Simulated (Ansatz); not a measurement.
# ScF3 (Pm-3m): the cell at rest

Aim: bring ScF3 (Pm-3m) to small forces and stress, as phonons need.

Program: Ansatz 0.2.0. Level of theory: DFT LDA, scalar-relativistic, plane waves, PAW. Results are calculated unless marked as measured.

## 1. The structure

The structure is cubic, space group Pm-3m (No. 221). Conventional cell: a = 4.012 Å, b = 4.012 Å, c = 4.012 Å, α = 90.00°, β = 90.00°, γ = 90.00°. Nearest to Sc lie 6 F at 2.01 Å. F has 2 Sc at 2.01 Å nearest. Farther neighbours and most contacts between anions are not listed.

## 2. A coarse first look

A quick single point on a coarse mesh tells whether the cell has a gap and how far it is from rest, which sets the k mesh and smearing that follow.

input.yaml reads:

```yaml
crystal:
  lattice:
    - [4.01245, 0.0, 0.0]
    - [0.0, 4.01245, 0.0]
    - [0.0, 0.0, 4.01245]
  atoms:
    - { symbol: Sc, position: [0.0, 0.0, 0.0] }
    - { symbol: F, position: [0.5, 0.0, 0.0] }
    - { symbol: F, position: [0.0, 0.5, 0.0] }
    - { symbol: F, position: [0.0, 0.0, 0.5] }
kpoints:
  mp_grid: { grid: [4, 4, 4] }
hamiltonian:
  xc: lda
scf:
  occupations: { method: gaussian, width: 0.1 }
output:
  forces: true
  stress: true
  eigenvalues: true
```

Started as:

```console
ansatz run input.yaml --threads 4 --pin off --max-ram 7168MiB --backend cpu --events-out ev --progress --plain --runs-dir out
```

Numbers of over 12 decimals in the logs are rounded to 6 here.

What it wrote:

```text
Engine: ansatz 0.2.0, aarch64-unknown-linux-gnu
Pseudopotentials: kind: paw
Pseudopotential: Sc, paw, valence charge 11, recommended cutoff 420 eV (normal), Sc.paw.azcp
Pseudopotential: F, paw, valence charge 7, recommended cutoff 420 eV (normal), F.paw.azcp
Functional definition: SPW92
  exchange = slater_x
  correlation = pw_c
Crystal: 4 atoms, lattice volume = 64.599 Å³
Basis set: ecut = 420 eV, 1237 PW (Γ)
[...]
--- Band table (eV; the first three rows and the last of 10) ---
  k-point 0: bands = [... 12 lower, -1.1982, -1.1494, -1.1494, -1.1494, 5.6003, 5.6003, 5.6003, 7.0284]
  k-point 1: bands = [... 12 lower, -1.4551, -1.2624, -1.1626, -1.1626, 5.6207, 6.0596, 6.0596, 7.3820]
  k-point 2: bands = [... 12 lower, -1.7827, -1.3239, -1.1584, -1.1584, 5.6414, 6.5173, 6.5173, 7.3958]
  k-point 9: bands = [... 12 lower, -2.9099, -0.6118, -0.6118, -0.6118, 7.2476, 7.2476, 7.2476, 10.1810]
[key lines of the parts left out:]
SCF converged after 7 iterations
Free energy (F): -4477.784129 eV
Fermi energy:    2.494723 eV
P = ⅓ Tr σ = -2.9613 GPa (-29.613 kbar)
```

Run time: 1.8 s. Hardware: 4 threads of Arm Neoverse N1, shared host; peak memory 0.29 GiB.

A gap read on the k-mesh alone can miss the band edges.

Numbers from this step:

| Property | Result |
| --- | --- |
| pressure | -2.961 GPa |
| gap on the k-mesh | 6.212 eV |
| volume per atom | 16.15 Å³ |
| direct gap on mesh | 6.750 eV |

The coarse mesh shows a gap of 6.21 eV and a pressure of -3.0 GPa.

## 3. Bringing the structure to rest

The cell and atoms are relaxed, since residual forces and stress would shift the frequencies.

input.yaml, the sections that differ from step 2:

```yaml
kpoints:
  mp_grid: { grid: [6, 6, 6] }
scf:
  occupations: { method: gaussian, width: 0.02 }
output:
  forces: true
  stress: true
  eigenvalues: true
  write_density: true
  write_potential: true
  elf: true
  volumetric_format: npy
relax:
  adjacent_minimum: "off"
  f_tol: 0.005
  max_steps: 80
  cell: { stress_tol: 0.05 }
# crystal, hamiltonian: as in step 2
```

What it wrote:

```text
[...]
Crystal: 4 atoms, lattice volume = 64.599 Å³
Basis set: ecut = 420 eV, 1237 PW (Γ)
Bands: 20, of which v1, the nominal top of the filled ones, is band 16 counted from 1 (15 counted from 0)
Symmetry: 48 space group operations
[...]
k-points: 20 of 216
[...]
SCF iter   1: F=—  HF=-4477.827580 eV  |F-HF|=—  |Δ(HF+E_count)|=         —  Δρ=1.81e-2  dr2=1.53e-1  ethr=1.77e-3  ⟨swp⟩=6.0  Hψ=1783  notcnv=0
[...]
SCF iter   7: F=-4477.785706 eV  HF=-4477.785706 eV  |F-HF|=2.13e-8  |Δ(HF+E_count)|=   1.40e-7  Δρ=2.97e-6  dr2=7.29e-9  ethr=3.13e-10  ⟨swp⟩=7.9  Hψ=2501  notcnv=0
SCF 1 converged in 7 iterations: F = -4477.785706 eV  dr2 = 7.29e-9
[...]
relax step   1: F+E_penalty+E_count = -4477.78570636 eV  Δ(F+E_penalty+E_count) = +0.000e0 eV  max|allowed force component| = 1.338e-29 eV/Å  Δτ_max = 0.0000 Å  P = -2.972 GPa  Ω = 64.599 Å³  (7 SCF iters, dr2 threshold 1.00e-7 eV, accepted)
Crystal: 4 atoms, lattice volume = 63.321 Å³
[...]
iter 1 solved again at ethr=9.99e-6 eV; its pass at ethr=3.10e-3 eV (dr2=3.20e-3 eV) is discarded
[...]
SCF iter   6: F=-4477.807194 eV  HF=-4477.807194 eV  |F-HF|=1.81e-7  |Δ(HF+E_count)|=   3.26e-6  Δρ=6.20e-6  dr2=4.06e-8  ethr=1.25e-9  ⟨swp⟩=9.3  Hψ=2718  notcnv=0
SCF 2 converged in 6 iterations: F = -4477.807194 eV  dr2 = 4.06e-8
relax step   2: F+E_penalty+E_count = -4477.80719445 eV  Δ(F+E_penalty+E_count) = -2.149e-2 eV  max|allowed force component| = 2.067e-29 eV/Å  Δτ_max = 0.0000 Å  P = -0.849 GPa  Ω = 63.321 Å³  energy of the carried Pulay correction = +6.110e-3 eV  (6 SCF iters, dr2 threshold 4.00e-7 eV, accepted)
Crystal: 4 atoms, lattice volume = 62.824 Å³
[...]
SCF iter   5: F=-4477.810881 eV  HF=-4477.810881 eV  |F-HF|=5.46e-7  |Δ(HF+E_count)|=   4.31e-7  Δρ=1.69e-5  dr2=2.98e-7  ethr=1.25e-9  ⟨swp⟩=6.0  Hψ=2547  notcnv=0
SCF 3 converged in 5 iterations: F = -4477.810881 eV  dr2 = 2.98e-7
relax step   3: F+E_penalty+E_count = -4477.81088110 eV  Δ(F+E_penalty+E_count) = -3.687e-3 eV  max|allowed force component| = 6.664e-30 eV/Å  Δτ_max = 0.0000 Å  P = +0.031 GPa  Ω = 62.824 Å³  energy of the carried Pulay correction = +8.518e-3 eV  (5 SCF iters, dr2 threshold 4.00e-7 eV, accepted)
[...]
relax step   4: F+E_penalty+E_count = -4477.80341943 eV  Δ(F+E_penalty+E_count) = +7.462e-3 eV  max|allowed force component| = 2.354e-30 eV/Å  Δτ_max = 0.0000 Å  P = -0.200 GPa  Ω = 62.824 Å³  stress off target by 2.00e-1 GPa  SCF on the basis re-selected at this cell (its energy is not comparable with the rows above)  (6 SCF iters)
[...]
relax step   5: F+E_penalty+E_count = -4477.80403391 eV  Δ(F+E_penalty+E_count) = -6.145e-4 eV  max|allowed force component| = 2.084e-29 eV/Å  Δτ_max = 0.0000 Å  P = -0.001 GPa  Ω = 62.712 Å³  energy of the carried Pulay correction = +5.442e-4 eV  (5 SCF iters, dr2 threshold 9.97e-8 eV, accepted)
[...]
SCF iter   1: F=—  HF=-4477.803721 eV  |F-HF|=—  |Δ(HF+E_count)|=         —  Δρ=1.53e-5  dr2=3.54e-8  ethr=1.82e-7  ⟨swp⟩=3.0  Hψ=2684  notcnv=0
eigensolver tolerance schedule: the retry pair's looser diagonalisation over-reported the residual by 1643.94 of it (diagonalisation noise at 0.11 of the residual, at the tolerance the schedule requests for it); recorded, not acted on — ethr = c·dr2/N_el stays at c = 1.0e-1
[...]
SCF iter   2: F=—  HF=-4477.803719 eV  |F-HF|=—  |Δ(HF+E_count)|=   2.04e-6  Δρ=6.38e-6  dr2=1.40e-8  ethr=1.11e-10  ⟨swp⟩=2.0  Hψ=699  notcnv=0
[...]
SCF iter   5: F=-4477.803719 eV  HF=-4477.803719 eV  |F-HF|=2.36e-11  |Δ(HF+E_count)|=  7.40e-10  Δρ=1.34e-7  dr2=1.64e-11  ethr=1.00e-12  ⟨swp⟩=4.0  Hψ=1833  notcnv=0
SCF 6 converged in 5 iterations: F = -4477.803719 eV  dr2 = 1.64e-11
relax step   6: F+E_penalty+E_count = -4477.80371928 eV  Δ(F+E_penalty+E_count) = +3.146e-4 eV  max|allowed force component| = 2.018e-29 eV/Å  Δτ_max = 0.0000 Å  P = -0.010 GPa  Ω = 62.712 Å³  stress off target by 1.02e-2 GPa  SCF on the basis re-selected at this cell (its energy is not comparable with the rows above)  (5 SCF iters)
[...]
SCF converged after 5 iterations
Free energy (F): -4477.803719 eV
[...]
Internal energy: -4477.803719 eV  (E = F + TS)
E sigma→0 (E₀):  -4477.803719 eV
Fermi energy:    2.802561 eV
[...]
--- Stress (GPa, compression-positive) ---
       -0.010182       0.000000      -0.000000
        0.000000      -0.010182       0.000000
       -0.000000       0.000000      -0.010182
  P = ⅓ Tr σ = -0.0102 GPa (-0.102 kbar)
--- Band table (eV; the first three rows and the last of 20) ---
  k-point 0: bands = [... 12 lower, -0.9950, -0.9208, -0.9208, -0.9208, 5.9839, 5.9839, 5.9839, 7.3316]
  k-point 1: bands = [... 12 lower, -1.1145, -1.0295, -0.9403, -0.9403, 5.9949, 6.2281, 6.2281, 7.6898]
  k-point 2: bands = [... 12 lower, -1.4098, -1.0955, -0.9401, -0.9401, 6.0172, 6.7138, 6.7138, 7.9034]
  k-point 19: bands = [... 12 lower, -2.7833, -0.3787, -0.3787, -0.3787, 7.7317, 7.7317, 7.7317, 10.7976]
--- Relaxed structure (4 steps of the walk, 4 accepted, 2 SCFs on fresh bases) ---
  F+E_penalty+E_count = -4477.80371928 eV   max|allowed force component| = 2.018e-29 eV/Å   (the final SCF, on the basis selected at the relaxed cell)
  cell:  # Å, volume = 62.7116 Å³
    - [3.972977, 0, 0]
    - [0, 3.972977, 0.0]
    - [0, 0.0, 3.972977]
  atoms:
    - { symbol: Sc, position: [0, 0, 0] }
    - { symbol: F, position: [0.500000, 0, 0] }
    - { symbol: F, position: [0, 0.500000, 0] }
    - { symbol: F, position: [0, 0, 0.500000] }
```

It took 9.3 s on 4 threads; peak memory 0.33 GiB.

Step by step:

| step | energy less that of the first step (eV) | largest force component (eV/Å) | pressure (GPa) | volume (Å³) |
| --- | --- | --- | --- | --- |
| 1 | 0.0000 | 0.0000 | -2.97 | 64.60 |
| 2 | -0.0215 | 0.0000 | -0.85 | 63.32 |
| 3 | -0.0252 | 0.0000 | 0.03 | 62.82 |
| 4* | -0.0177 | 0.0000 | -0.20 | 62.82 |
| 5 | -0.0183 | 0.0000 | 0.00 | 62.71 |
| 6* | -0.0180 | 0.0000 | -0.01 | 62.71 |

Relaxation steps marked * repeat the geometry before them on a plane-wave basis chosen anew for their cell, so energy and pressure can jump there.

Forces are held to the 48 operations that the run works with; a distortion that breaks them can't arise in this run.

| conventional cell, symmetrised | before | after | change |
| --- | --- | --- | --- |
| a (Å) | 4.012 | 3.973 | -1.0 % |
| b (Å) | 4.012 | 3.973 | -1.0 % |
| c (Å) | 4.012 | 3.973 | -1.0 % |
| volume (Å³/atom) | 16.15 | 15.68 | -2.9 % |

This step gave:

- pressure: -0.01018 GPa
- gap on the k-mesh: 6.363 eV
- volume per atom: 15.68 Å³
- direct gap on mesh: 6.905 eV

Valence density in the ac plane at fractional y = 0.000, with atoms of Sc and F within 0.2 Å of it. It is the smooth field of the valence electrons, not physical close to the nuclei.

Values in e/Å³, 14 rows by 14 columns, each cell a mean:
```
 7  5  2  1  1  3  7  9  6  2  1  1  3  6
 4  3  1  0  0  1  3  3  2  1  0  0  2  3
 1  1  0  0  0  0  1  1  1  0  0  0  0  1
 1  1  0  0  0  0  0  0  0  0  0  0  0  1
 2  1  1  0  0  0  0  0  0  0  0  0  1  2
 8  5  1  0  0  0  0  0  0  0  0  1  2  6
13  8  2  0  0  0  0  0  0  0  0  1  3  9
 9  6  2  0  0  0  0  0  0  0  0  1  3  7
 4  2  1  0  0  0  0  0  0  0  0  0  1  3
 1  1  0  0  0  0  0  0  0  0  0  0  0  1
 1  1  0  0  0  0  0  0  0  0  0  0  0  1
 3  2  1  0  0  1  2  2  1  1  0  0  1  2
 6  5  2  1  1  2  6  8  5  1  1  1  3  5
 7  6  3  1  1  4  9 13  8  2  1  1  4  7
```
Columns run along a (4.0 Å), rows up along c (4.0 Å). Atoms in or near the plane, at fractional coordinates: Sc at (0.00, 0.00), F at (0.50, 0.00), F at (0.00, 0.50).

ELF in the ac plane at fractional y = 0.000, with atoms of Sc and F within 0.2 Å of it. It is the smooth field of the valence electrons, not physical close to the nuclei.

Ten even steps from '_' (0.00) to '@' (0.80), each cell a mean:
```
==##%%::++@@@@##@@@@--==%%**
%%%%**..==@@@@@@@@%%::::##%%
++==..__..**%%%%%%==..__::==
----::____::==++--..__..::--
@@%%##--______..____..==%%@@
%%@@@@##::__________--%%@@@@
++%%@@%%--________..++%%@@##
##@@@@##::__________==%%@@@@
@@@@%%++..__________::**@@@@
++++--..__..::--::____..==++
--::..__..++##%%##--____..::
%%##==..--%%@@@@@@##::..**%%
++%%##::++@@@@%%@@%%--==%%##
..++%%--++@@##++%%@@--++%%==
```
Columns run along a (4.0 Å), rows up along c (4.0 Å). Atoms in or near the plane, at fractional coordinates: Sc at (0.00, 0.00), F at (0.50, 0.00), F at (0.00, 0.50).

Electrostatic potential energy in the ac plane at fractional y = 0.000, with atoms of Sc and F within 0.2 Å of it. With pseudopotentials it is smooth inside the atoms' cores, unlike the true potential.

Values in eV, 14 rows by 14 columns, each cell a mean:
```
-60 -54 -29 -10  -2 -21 -37 -42 -35 -13  -3 -15 -38 -56
-45 -35 -18  -5   2  -4 -19 -25 -16   0   0  -9 -24 -38
-17 -13  -6   1   4   6   5   4   6   6   4  -1  -9 -15
 -4  -2   2   4   6   8   8   8   8   7   6   4   0  -3
-18 -10   3   6   8   9   9   9   9   8   7   6   0 -13
-40 -32  -7   7   9   9   9   9   9   9   8   6 -16 -35
-44 -39 -15   7   9   9   9   9   9   9   8   4 -25 -42
-42 -35 -10   7   9   9   9   9   9   9   8   5 -19 -37
-27 -18   1   7   8   9   9   9   9   9   8   6  -4 -21
 -4  -1   3   5   7   8   9   9   9   8   6   4   2  -2
-12  -9  -3   2   5   7   7   7   7   6   4   1  -5 -10
-34 -27 -14  -3   3   1 -10 -15  -7   3   2  -6 -18 -29
-59 -50 -27  -9  -1 -18 -35 -39 -32 -10  -2 -13 -35 -54
-60 -59 -34 -12  -4 -27 -42 -44 -40 -18  -4 -17 -45 -60
```
Columns run along a (4.0 Å; values clipped at the 3rd and 97th percentile), rows up along c (4.0 Å). Atoms in or near the plane, at fractional coordinates: Sc at (0.00, 0.00), F at (0.50, 0.00), F at (0.00, 0.50).

In this step the volume went from 16.15 to 15.68 Å³/atom.

## 4. Relaxing to small forces for the phonons

Phonons need a cell at rest on their own settings, so the relaxation is repeated with tight tolerances on forces and stress, using the mesh and the filling of the phonon run that follows.

input.yaml, the sections that differ from step 3:

```yaml
crystal:
  lattice:
    - [3.9729771813, 0.0, 0.0]
    - [0.0, 3.9729771813, 0.0]
    - [0.0, 0.0, 3.9729771813]
  atoms:
    - { symbol: Sc, position: [0.0, 0.0, 0.0] }
    - { symbol: F, position: [0.5, 0.0, 0.0] }
    - { symbol: F, position: [0.0, 0.5, 0.0] }
    - { symbol: F, position: [0.0, 0.0, 0.5] }
kpoints:
  mp_grid: { grid: [8, 8, 8] }
scf:
  occupations: { method: fixed }
relax:
  adjacent_minimum: "off"
  f_tol: 0.001
  max_steps: 60
  cell: { stress_tol: 0.01 }
# hamiltonian, output: as in step 3
```

What it wrote:

```text
[...]
Crystal: 4 atoms, lattice volume = 62.712 Å³
Basis set: ecut = 420 eV, 1237 PW (Γ)
Bands: 20, of which v1, the nominal top of the filled ones, is band 16 counted from 1 (15 counted from 0)
[... 1 set-up line as in the run before ...]
[...]
k-points: 35 of 512
[...]
k-point 34: bands = [... 12 lower, -2.7830, -0.3782, -0.3782, -0.3782, 7.7329, 7.7329, 7.7329, 10.7990]
--- Relaxed structure (2 steps of the walk, 2 accepted, 1 SCFs on fresh bases) ---
[...]
cell:  # Å, volume = 62.7074 Å³
    - [3.972888, 0, 0.0]
    - [0, 3.972888, 0]
    - [0.0, 0, 3.972888]
  atoms:
    - { symbol: Sc, position: [0, 0, 0] }
    - { symbol: F, position: [0.500000, 0, 0] }
    - { symbol: F, position: [0, 0.500000, 0] }
    - { symbol: F, position: [0, 0, 0.500000] }
[key lines of the parts left out:]
SCF converged after 4 iterations
Free energy (F): -4477.803601 eV
Fermi energy:    -0.378230 eV
P = ⅓ Tr σ = -0.0036 GPa (-0.036 kbar)
```

The job ended after 7.8 s (4 threads; peak memory 0.36 GiB).

Little changed from the start: no atom moved by 0.005 Å and no cell edge by 0.1 %.

Numbers from this step:

* pressure: -0.003635 GPa

Valence density in the ac plane at fractional y = 0.000, with atoms of Sc and F within 0.2 Å of it. It is the smooth field of the valence electrons, not physical close to the nuclei.

Ten even steps from '0' (0 e/Å³) to '9' (13 e/Å³), each cell a mean:
```
54100257410024
32000022100012
00000000000000
00000000000000
11000000000001
63100000000014
96100000000027
74100000000025
21000000000002
00000000000000
00000000000000
21000011100001
43100146310024
54200279610035
```
Columns run along a (4.0 Å), rows up along c (4.0 Å). Atoms in or near the plane, at fractional coordinates: Sc at (0.00, 0.00), F at (0.50, 0.00), F at (0.00, 0.50).

ELF in the ac plane at fractional y = 0.000, with atoms of Sc and F within 0.2 Å of it. It is the smooth field of the valence electrons, not physical close to the nuclei.

Ten even steps from '_' (0.00) to '@' (0.80), each cell a mean:
```
==##%%::++@@@@##@@@@--==%%**
%%%%**..==@@@@@@@@%%::::##%%
++==..__..**%%%%%%==..__::==
----::____::==++--..__..::--
@@%%##--______..____..==%%@@
%%@@@@##::__________--%%@@@@
++%%@@%%--________..++%%@@##
##@@@@##::__________==%%@@@@
@@@@%%++..__________::**@@@@
++++--..__..::--::____..==++
--::..__..++##%%##--____..::
%%##==..--%%@@@@@@##::..**%%
++%%##::++@@@@%%@@%%--==%%##
..++%%--++@@##++%%@@--++%%==
```
Columns run along a (4.0 Å), rows up along c (4.0 Å). Atoms in or near the plane, at fractional coordinates: Sc at (0.00, 0.00), F at (0.50, 0.00), F at (0.00, 0.50).

Electrostatic potential energy in the ac plane at fractional y = 0.000, with atoms of Sc and F within 0.2 Å of it. With pseudopotentials it is smooth inside the atoms' cores, unlike the true potential.

Ten even steps from '_' (-60 eV) to '@' (9 eV), each cell a mean:
```
____==##%%++--::--**%%**--__
::--**##%%%%++++**%%%%##++--
****##%%@@@@@@@@@@@@@@%%##**
%%%%%%@@@@@@@@@@@@@@@@@@%%%%
**##@@@@@@@@@@@@@@@@@@@@%%**
::==##@@@@@@@@@@@@@@@@@@**--
::--**@@@@@@@@@@@@@@@@@@++::
::--##@@@@@@@@@@@@@@@@@@++--
==**%%@@@@@@@@@@@@@@@@@@%%++
%%%%@@@@@@@@@@@@@@@@@@@@%%%%
**##%%%%@@@@@@@@@@@@@@%%####
--==**%%@@%%##**##@@%%##**==
__..==##%%**----==##%%**--__
____--**%%==::::::**%%**::__
```
Columns run along a (4.0 Å; values clipped at the 3rd and 97th percentile), rows up along c (4.0 Å). Atoms in or near the plane, at fractional coordinates: Sc at (0.00, 0.00), F at (0.50, 0.00), F at (0.00, 0.50).

The forces vanish by symmetry and the pressure is -0.004 GPa, within the tolerances set. The cell now holds 15.68 Å³/atom.

## 5. Outcome

```yaml
space_group_after_relaxation_within_0p01_a: Pm-3m
lattice_constant_a: 3.973 Å
lattice_constant_b: 3.973 Å
lattice_constant_c: 3.973 Å
volume_per_atom: 15.7 Å³
gap_on_the_k_mesh: 6.36 eV
```

In words: The forces vanish by symmetry and the pressure is -0.004 GPa, within the tolerances set. The cell now holds 15.68 Å³/atom. The relaxation keeps the symmetry of its start, so it says nothing on stability against lower symmetry.

[Logs are printed without paths, hosts, clocks, repeated set-up lines and the standing remarks that a program may print on its own settings, such as how far it seeks lower states.]

[Hosts, paths, dates, database ids (printed as entryN), source tags and the programs' standing remarks are cut or masked in the printed files.]
